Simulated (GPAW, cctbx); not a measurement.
# How far are the atoms of ZnCd from free atoms?

Question: by how much does bonding change the X-ray structure factors of ZnCd, and what does a routine refinement make of it?

The start was made by putting kin elements into a known structure type; the compound need not exist, or be stable, in this form. All numbers below are calculated.

**1. Find the equilibrium geometry**

The density hangs on the geometry, so cell and atoms are relaxed first, with the symmetry held. The cutoff is set higher than for the density because stress converges slowly with plane waves.

Settings: GPAW 26.7.0, PBE, 570 eV, 5×5×5 k-points, Fermi–Dirac width 0.05 eV, BFGS to 0.03 eV/Å.

```text
cell
1.0
     3.223000000    0.000000000    0.000000000
     0.000000000    3.223000000    0.000000000
     0.000000000    0.000000000    3.223000000
Cd Zn
1 1
Direct
0.500000000 0.500000000 0.500000000
0.000000000 0.000000000 0.000000000
```

```console
$ OMP_NUM_THREADS=1 mpirun -n 4 gpaw python run.py > gpaw.log
```

```text
BFGS:    0       -1.779540        1.298701
BFGS:    1       -1.844309        1.015830
BFGS:    2       -1.959353        0.163230
BFGS:    3       -1.963262        0.027483
cell  3.3847 3.3847 3.3847  90.00 90.00 90.00
volume 38.777 A^3, largest force 0.000 eV/A, largest stress 0.23 GPa
```

The cell moved far, while the k-mesh and basis were chosen for the start, so the final shape may be somewhat biased.

After 3 steps the volume has changed by +15.8 % and the energy by -0.184 eV; the largest stress left is 0.23 GPa. It took 20 s on 4 cores of Arm Neoverse N1 (shared host), peak memory 0.67 GiB.

Relaxed structure: Pm-3m (no. 221), a = 3.3847 Å, b = 3.3847 Å, c = 3.3847 Å, α = 90.00°, β = 90.00°, γ = 90.00°.

| atom | mult. | x | y | z |
| --- | --- | --- | --- | --- |
| Cd1 | 1 | 1/2 | 1/2 | 1/2 |
| Zn1 | 1 | 0 | 0 | 0 |

**2. The all-electron density**

X-rays see the whole electron density, so the PAW density is rebuilt with its core regions. Subtracting spherical free atoms from the same code cancels the cores and leaves the deformation density Δρ, the part due to bonding.

Settings: PBE, 450 eV, 6×6×6 k-points, Fermi–Dirac width 0.05 eV; primitive cell of 2 atoms.

```console
$ OMP_NUM_THREADS=1 mpirun -n 4 gpaw python run.py > gpaw.log
```

```text
|iter:   1|       0s |   -1.960131 | +0.04 |       |
|iter:   2|       1s |   -1.943669 | -2.13 | -1.46 |
|iter:   3|       1s |   -1.869690 | -1.86 | -1.49 |
...
|iter:   7|       3s |   -1.869813c| -6.00 | -3.76 |
|iter:   8|       3s |   -1.869815c| -6.61 | -4.03c|
|iter:   9|       4s |   -1.869815c| -7.50c| -5.22c|
```

```text
grid (36, 36, 36)  electrons 78.000  moved by bonding 0.329 e
deformation density beyond 0.5 A of the nuclei: max 0.019, min -0.055 e/A^3
atom        x       y       z   Voronoi charge  moment
Cd1    0.5000  0.5000  0.5000      0.050       0.00
Zn2    0.0000  0.0000  0.0000     -0.050       0.00
mean inner potential of superposed free atoms 18.212 V
total magnetic moment 0.000 muB
```

Deformation density in a plane through the shortest contact of the Cd atom at the origin, in 0.01 e/Å³ (clipped at ±99); x from -1.6 to 4.5 Å, y from 2.4 down to -2.4 Å:

```text
  3  -5   0   2  -1  -4   .  -1  -4   1   1  -2  -4   .   .  -4
 -5  -2   1   2   1  -2  -4  -4  -1   1   2   0  -4  -5  -5  -4
  0   0   1   2   2   1   1   0   1   2   2   2   1   0  -1   0
  2   1   1   0   0   1   1   2   2   1   1   1   1   2   2   1
  2   1  -1  -5  -5  -4  -1   1   2   0  -3  -4  -3   0   2   1
  2   0  -5   1   .  -2  -4   1   1  -2  -4   .  -4  -3   1   1
  1   0  -5   .   .   .  -5   1   1  -3   .   .   .  -4   1   1
  1   0  -5  -1   .   0  -4   1   1  -2  -4   .  -3  -3   1   1
  2   1  -1  -5  -5  -5  -1   1   2   1  -2  -4  -3   0   1   2
  2   2   1   1   0   0   1   1   2   2   1   1   1   1   2   2
  1   0   1   1   2   2   1   0  -1   0   1   1   2   2   1   1
 -2  -4  -4  -2   1   2   0  -3  -5  -5  -4   0   2   1  -1  -4
 -4   .   .  -4   0   2   0  -5   4   .  -3  -3   1   1  -3  -3
```

Atoms in or within 0.15 Å of the plane: Cd (0.0, 0.0), Zn (2.9, 0.0) Å. Dots mark points within about 0.45 Å of a nucleus; large values next to them are atomic features.

Zn gains most (-0.05 e) and Cd loses most (+0.05 e), which isn't the order of electronegativity: valence and coordination count too, and Voronoi cells cut space at the midplane whatever the atoms' sizes. Along the shortest contact from the Cd atom at the map's origin, Cd–Zn at 2.93 Å, Δρ is +0.02 e/Å³ at the midpoint: little piles up between the atoms, as is usual in a metallic crystal, which this run finds. At the midpoints of other shortest contacts it is +0.01 (Cd–Cd, 3.38 Å) e/Å³. Point values carry grid noise of about 0.01 e/Å³. The run needed 9 iterations, 10 s.

**3. Structure factors**

The Fourier components of Δρ, added to those of the free atoms, give the static X-ray structure factors; the Mott–Bethe relation turns them into the Fourier components V of the potential that fast electrons feel.

```text
static structure factors of the conventional cell: F in electrons, V (Mott-Bethe) in volts
   h  k  l      d  |F| table  |F| free   |F| DFT   change   |V| free  |V| DFT  change %
   0  1  0  3.3847    15.859    15.869    15.844   -0.025     2.885    2.920      1.2
   0  1  1  2.3933    62.357    62.220    62.045   -0.175    10.685   10.803      1.1
   1  1  1  1.9542    13.392    13.467    13.504    0.037     2.046    2.030     -0.8
   0  2  0  1.6923    54.379    54.190    54.183   -0.007     8.061    8.063      0.0
   0  2  1  1.5137    12.004    12.092    12.126    0.034     1.600    1.591     -0.6
   1  2  1  1.3818    48.805    48.684    48.750    0.066     6.617    6.602     -0.2
   0  2  2  1.1967    44.600    44.551    44.613    0.062     5.662    5.652     -0.2
   1  2  2  1.1282    10.627    10.697    10.705    0.007     1.099    1.098     -0.1
   0  3  0  1.1282    10.627    10.697    10.708    0.011     1.099    1.097     -0.2
   0  3  1  1.0703    41.309    41.310    41.348    0.038     4.968    4.963     -0.1
   1  3  1  1.0205    10.275    10.340    10.342    0.002     0.943    0.943     -0.0
   2  2  2  0.9771    38.669    38.698    38.716    0.018     4.435    4.433     -0.0
   0  3  2  0.9387    10.044    10.100    10.096   -0.003     0.823    0.823      0.0
   1  3  2  0.9046    36.509    36.547    36.556    0.009     4.010    4.009     -0.0
```

The largest X-ray change is -0.17 e on 011, 0.3 % of |F|. For electrons V goes as (Z − F)/g², so a change of F counts against Z − F, which is small at low angle and wherever the atoms' terms cancel: |V| of 010 moves by +1.2 % (2.88 to 2.92 V) against -0.2 % in |F|. The last three rows change by 0.02 e or less, against 0.17 e at the top: the effect is concentrated at low angle. The tabulated Hartree–Fock atoms differ from the free DFT atoms by up to 0.19 e, so the choice of reference atom matters too.

**4. Refining ordinary atoms against data with bonding**

Routine crystallography fits spherical atoms. To see the bias, intensities are simulated from tabulated atoms plus the DFT change ΔF, so that bonding alone can misfit (2516 reflections of the full sphere, merged to the counts below, to 0.4 Å, 1 % proportional noise plus counting noise, assumed isotropic U as listed, Δρ smeared by the mean U) and refined with cctbx over different ranges.

```csv
range,data,R1,GooF,U Cd1 (true 0.0056),U Zn1 (true 0.0067),largest shift (Å),"Δρ max, min (e/Å³)"
all data,91,0.0020,1.02,0.0056,0.0067,0.0000,"0.23, -0.21"
"low resolution, d > 0.84",15,0.0019,0.98,0.0055,0.0067,0.0000,"0.07, -0.06"
"high order, d < 0.75",70,0.0022,1.05,0.0056,0.0067,0.0000,"0.13, -0.15"
"occupancies free, d > 0.7",23,0.0016,0.90,0.0056,0.0066,0.0000,"0.10, -0.07"
```

With all data GooF is 1.02, so at this noise the bonding hardly shows; the top residual peak lies 1.69 Å from Cd and 1.69 Å from Cd, between them. No U is off by more than 3 s.u. at low resolution. Symmetry fixes every coordinate, so the shifts are zero by construction. With Cd1 held at 1 and the scale free, the other occupancies refine to Zn1 0.999(0.001), within three s.u. of full.

**5. Answer**

Bonding moves 0.33 e in the primitive cell of ZnCd and changes the structure factors of the conventional cell in the table above by at most 0.17 e (011, 0.3 %). The shortest bond, Cd–Zn, has Δρ = +0.02 e/Å³ at its midpoint, with no localised bond charge. With all data GooF is 1.02, so at this noise the bonding hardly shows. Limits: static density, frozen cores, no spin–orbit coupling.

[Outputs are excerpts: Python notices, other lines and further rows are left out; steps that failed or that the build refused (PBEsol, TPSS) are not shown.]

[Logs are printed without paths, hosts, clocks, repeated set-up lines and the standing remarks that a program may print on its own settings, such as how far it seeks lower states.]
